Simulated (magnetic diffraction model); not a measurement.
# KMn6Al: the ordered moment from one line

Space group Amm2 (no. 38), a = 4.7070 Å, b = 6.0630 Å, c = 10.4680 Å.

| site | atom | x | y | z |
| --- | --- | --- | --- | --- |
| 2b | Mn | 1/2 | 1/2 | 0.6658 |
| 4e | Mn | 1/2 | 0.7549 | 0.9140 |
| 2a | Mn | 0 | 1/2 | 0.8362 |
| 4d | Mn | 0 | 0.7485 | 0.0883 |
| 2b | K | 1/2 | 1/2 | 0.1674 |
| 2a | Al | 0 | 1/2 | 0.3322 |

This is a made-up structure (elements placed in a structure type, unrelaxed), so the numbers test the method and describe no known phase.

Only Mn is taken to order (form factors of Mn2+); orders and moment sizes are assumed, and not adapted to the symmetry. Radiation: neutrons of λ = 2.36 Å, 5° to 70°; isotropic B of 0.32 Å² (Mn), 0.37 Å² (K) and 0.49 Å² (Al). The intensities are simulated: I ∝ L Σ (|F_N|² + |F_M⊥|²) for unpolarised neutrons, with F_M = 2.695 fm/μB × Σ f(s) S exp(2πi Q·r) exp(−B s²) at Q = H ± k (one set where k and −k are equivalent), only the part normal to Q counting and L = 1/(sin²θ cos θ). For collinear order S is the moment m, which repeats by lattice and centring translations R with the sign exp(−2πi k·R). Form factors are spin-only for 3d ions and dipole or tabulated for f ions, scattering lengths are Sears's of 1992, and absorption is left out. A label names one of the reflections at its angle. The strongest nuclear line in the range is 100, and lines under 0.2 are left out.

In a first state the assumed order is k = (1/2 0 0), collinear moments along [101], 2.26 μB on Mn; signs + at (1/2, 1/2, 0.6658), + at (1/2, 0.7549, 0.9140), + at (1/2, 0.2451, 0.9140), + at (0, 1/2, 0.8362), + at (0, 0.7485, 0.0883), + at (0, 0.2515, 0.0883), with this pattern:

```
2θ (°)      index  nuclear  magnetic
 14.40  (1/2 0 0)      0.0     534.4
 26.00    (0 1 1)    100.0       0.0
 26.06    (0 0 2)     15.2       0.0
 29.84  (1/2 1 1)      0.0      37.2
 29.90  (1/2 0 2)      0.0       2.1
 39.36    (1 1 1)     34.0       0.0
 39.41    (1 0 2)     48.6       0.0
 44.18  (3/2 0 0)      0.0      38.8
 45.81    (0 2 0)     23.8       0.0
 48.27  (1/2 2 0)      0.0       7.9
 48.39  (1/2 1 3)      0.0       6.7
 51.97  (3/2 1 1)      0.0      12.7
 52.01  (3/2 0 2)      0.0       6.0
 53.47    (0 2 2)      8.0       0.0
 53.60    (0 0 4)      7.4       0.0
 55.26    (1 1 3)     69.5       0.0
```
(The table stops after 16 lines; 9 more lie at higher angle.)

**Question.** Nearer the ordering temperature the line at 14.40° has total intensity 385.7 on the same scale, and all moments have shrunk alike. How large is the Mn moment?

The nuclear part, 0.0, stays, so the magnetic part is 385.7 against 534.4. It goes as m², so m = 2.26 × √(385.7/534.4) = 1.92 μB; the value used was 1.92 μB.

[Logs are printed without paths, hosts, clocks, repeated set-up lines and the standing remarks that a program may print on its own settings, such as how far it seeks lower states.]
